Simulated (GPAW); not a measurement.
# A Cu chain with two Cl atoms in line: relaxation, then transmission at several levels, part 2 of 2

How well does a Cu chain with two Cl atoms in line conduct once its atoms have relaxed, and how much do cheaper levels lose?

GPAW 26.7.0; GPAW LCAO, PAW setups; relaxation of the junction within the symmetry of its start, lead ends held (the session's first sound run).

So far, transmission at the Fermi level (one spin): step 3 (GPAW, dzp, PBE, GPAW) 0.866; step 4 (basis szp(dzp), PBE, GPAW) 0.874; step 5 (basis sz(dzp), PBE, GPAW) 0.809; step 6 (revPBE) 0.872; step 7 (without the relaxation: geometry = "as built", PBE, GPAW) 0.876. Also open channels of the lead at the Fermi level (one spin): step 4 1.

## Step 8: All levels side by side

Times are for 1 thread of Arm Neoverse V2, shared host. Results by setting:

| no. | run | conductance (G₀) | time | memory (GiB) |
| --- | --- | --- | --- | --- |
| 1 | dzp | 0.8685 | 39 s | 0.95 |
| 2 | szp | 0.8906 | 34 s | 0.93 |
| 3 | sz | 0.8293 | 28 s | 0.9 |
| 4 | dzp revPBE | 0.8743 | 40 s | 0.95 |
| 5 | asbuilt | 0.8789 | 38 s | 0.95 |

## Step 9: The levels side by side

The curves are compared point by point over the common energies.

This step: comparison of transmission and cost over codes, levels and geometry (GPAW 26.7.0).

Ladder, by row:

| step | code | T at the Fermi level (sum over the listed spins) | conductance (G0) | r.m.s. T(E) from the first | wall time (s) | peak memory (GiB) | threads |
| --- | --- | --- | --- | --- | --- | --- | --- |
| dzp | GPAW | 0.8657 | 0.8685 | 0 | 38.73 | 0.95 | 1 |
| szp | GPAW | 0.8739 | 0.8906 | 0.3058 | 34.48 | 0.93 | 1 |
| sz | GPAW | 0.8087 | 0.8293 | 0.5669 | 28.18 | 0.9 | 1 |
| dzp-revPBE | GPAW | 0.8723 | 0.8743 | 0.025 | 40.05 | 0.95 | 1 |
| asbuilt | GPAW | 0.8763 | 0.8789 | 0.5689 | 37.75 | 0.95 | 1 |

Table of transmission, zone mean, sum over the listed spins by energy, zero at the Fermi level:

| energy (eV) | dzp | szp | sz | dzp-revPBE | asbuilt |
| --- | --- | --- | --- | --- | --- |
| -2.0000 | 0.983 | 0.990 | 0.995 | 0.983 | 0.974 |
| -1.7500 | 0.990 | 0.997 | 1.92 | 0.988 | 0.944 |
| -1.6500 | 2.98 | 2.62 | 1.77 | 2.98 | 2.68 |
| -1.6000 | 2.80 | 2.84 | 1.82 | 2.76 | 2.91 |
| -1.5000 | 2.21 | 2.40 | 1.95 | 2.17 | 2.98 |
| -1.2500 | 1.26 | 1.99 | 2.96 | 1.13 | 1.96 |
| -1.0000 | 1.93 | 2.48 | 2.85 | 1.89 | 2.42 |
| -0.7500 | 1.88 | 2.53 | 2.79 | 1.83 | 2.57 |
| -0.5000 | 2.87 | 2.99 | 2.90 | 2.86 | 2.48 |
| -0.4000 | 2.98 | 2.97 | 2.96 | 2.97 | 2.34 |
| -0.3000 | 2.91 | 2.95 | 2.98 | 2.92 | 2.14 |
| -0.2500 | 2.84 | 2.92 | 2.98 | 2.85 | 2.02 |
| 0.0000 | 0.866 | 0.874 | 0.809 | 0.872 | 0.876 |
| 0.2500 | 0.537 | 0.563 | 0.589 | 0.538 | 0.984 |
| 0.5000 | 0.346 | 0.371 | 0.443 | 0.345 | 0.990 |
| 0.7500 | 0.245 | 0.266 | 0.350 | 0.244 | 0.921 |
| 1.0000 | 0.188 | 0.205 | 0.289 | 0.187 | 0.819 |
| 1.2500 | 0.152 | 0.167 | 0.248 | 0.151 | 0.708 |
| 1.5000 | 0.128 | 0.141 | 0.219 | 0.127 | 0.605 |
| 1.7500 | 0.110 | 0.123 | 0.199 | 0.110 | 0.516 |
| 2.0000 | 0.0966 | 0.109 | 0.185 | 0.0961 | 0.444 |

## Step 10: Other settings

One more run, with changed settings.

This step: GPAW LCAO, PAW setups; Landauer transmission from Green's functions with principal layers (ASE), zero bias (GPAW 26.7.0).

run.py reads:

```python
import json
import numpy as np
from ase import Atoms
from ase.transport.calculators import TransportCalculator
from gpaw import GPAW, FermiDirac
from gpaw.lcao.tools import get_lcao_hamiltonian
from scipy.linalg import eigh

# The junction with lead layers at both ends, along the third cell vector
device = Atoms(
    ['Cu', 'Cu', 'Cu', 'Cu', 'Cu', 'Cu', 'Cl', 'Cl', 'Cu', 'Cu', 'Cu', 'Cu', 'Cu', 'Cu'],
    positions=[
        [4.50000, 4.50000, 1.15000],
        [4.50000, 4.50000, 3.45000],
        [4.50000, 4.50000, 5.75000],
        [4.50000, 4.50000, 8.05000],
        [4.50000, 4.50000, 10.35000],
        [4.50000, 4.50000, 12.44840],
        [4.50000, 4.50000, 14.44781],
        [4.50000, 4.50000, 16.80539],
        [4.50000, 4.50000, 18.80480],
        [4.50000, 4.50000, 20.90320],
        [4.50000, 4.50000, 23.20320],
        [4.50000, 4.50000, 25.50320],
        [4.50000, 4.50000, 27.80320],
        [4.50000, 4.50000, 30.10320]],
    cell=[[9.0, 0.0, 0.0], [0.0, 9.0, 0.0], [0.0, 0.0, 31.2532]],
    pbc=True)

# One principal layer of the lead: the first 3 atoms of the device
lead = Atoms(
    ['Cu', 'Cu', 'Cu'],
    positions=[
        [4.50000, 4.50000, 1.15000],
        [4.50000, 4.50000, 3.45000],
        [4.50000, 4.50000, 5.75000]],
    cell=[[9.0, 0.0, 0.0], [0.0, 9.0, 0.0], [0.0, 0.0, 6.9]],
    pbc=True)

settings = dict(mode='lcao', basis='sz', xc='PBE', h=0.2,
                occupations=FermiDirac(0.1), maxiter=100,
                mixer=dict(beta=0.1, nmaxold=8, weight=100.0),
                convergence=dict(density=0.0001))
energies = np.arange(-2, 2 + 1e-9, 0.025)
eta = 0.0001
n1, n2 = 1, 1
# k and -k transmit alike, so half of the mesh across the current serves
mesh = [(i, j) for i in range(n1) for j in range(n2) if (i, j) <= (-i % n1, -j % n2)]
weights = np.array([1 if (i, j) == (-i % n1, -j % n2) else 2 for i, j in mesh]) / (n1 * n2)

# [... helper functions left out ...]
fermi_lead = ground_state(lead, (1, 1, 16), 'lead.txt')
fermi_device = ground_state(device, (1, 1, 3), 'device.txt')
# [... loop over the mesh left out, but for ...]
        # Shift the lead onto the potential of the device's first layer
        shift = ((H[:, 0, 0] - H0[:, 0, 0]) / S0[0, 0]).real.mean()
# [...]
kT = 8.617333e-5 * 300
bias = [0.1, 0.2, 0.5, 1.0, 1.5, 2.0]
# [... integrals and printing left out ...]
```

Started as:

```bash
$ OMP_NUM_THREADS=1 OPENBLAS_NUM_THREADS=1 python run.py
```

It took 0.55 s on 1 thread of Arm Neoverse V2, shared host; peak memory 0.1 GiB.

The input was rejected at the start.

The program's message: “FileNotFoundError: Could not find required basis set file "Cu.sz.basis".”

The change that led to it: basis = "sz".

## Step 11: Summary of results

```
conductance                                        : 0.868 G₀
transmission at the Fermi level, mean of the spins : 0.866
```

In words: In the dzp basis the junction conducts 0.868 G₀ at 300 K, with T = 0.866 a spin at the Fermi level; the sz basis reaches that conductance within 10 %. Relaxation moved atoms by up to 0.21 Å and took the conductance from 0.879 to 0.868 G₀, as a ratio a smaller change than the step from dzp to the minimal basis. At the Fermi level one eigenchannel carries the current (0.87). Measured against the first run (dzp), the nearest curve is that of dzp-revPBE (r.m.s. 0.025) and the farthest that of asbuilt (0.57). Over the compared runs wall time goes from 28 s (sz) to 40 s (dzp-revPBE), on a shared host. The leads kept an estimated spacing and the cell its length, so the junction may be under some tension or compression. The geometry comes from the orbital basis, which tends to overbind, and kept the symmetry of the start, so a structure of lower symmetry may lie lower. An evenly spaced straight chain is an idealisation: free chains tend to dimerise, zigzag or, where a band edge lies near the Fermi level, turn magnetic. The currents use the zero-bias T(E) throughout, which holds only while the bias is small against the distance to the nearest feature. The thermopower isn't quoted: it samples T(E) farther from the Fermi level than the conductance does, and the energy grid wasn't tested for it.

[Logs are printed without paths, hosts, clocks, repeated set-up lines and the standing remarks that a program may print on its own settings, such as how far it seeks lower states.]

[Hosts, paths, dates, database ids (printed as entryN), source tags and the programs' standing remarks are cut or masked in the printed files.]
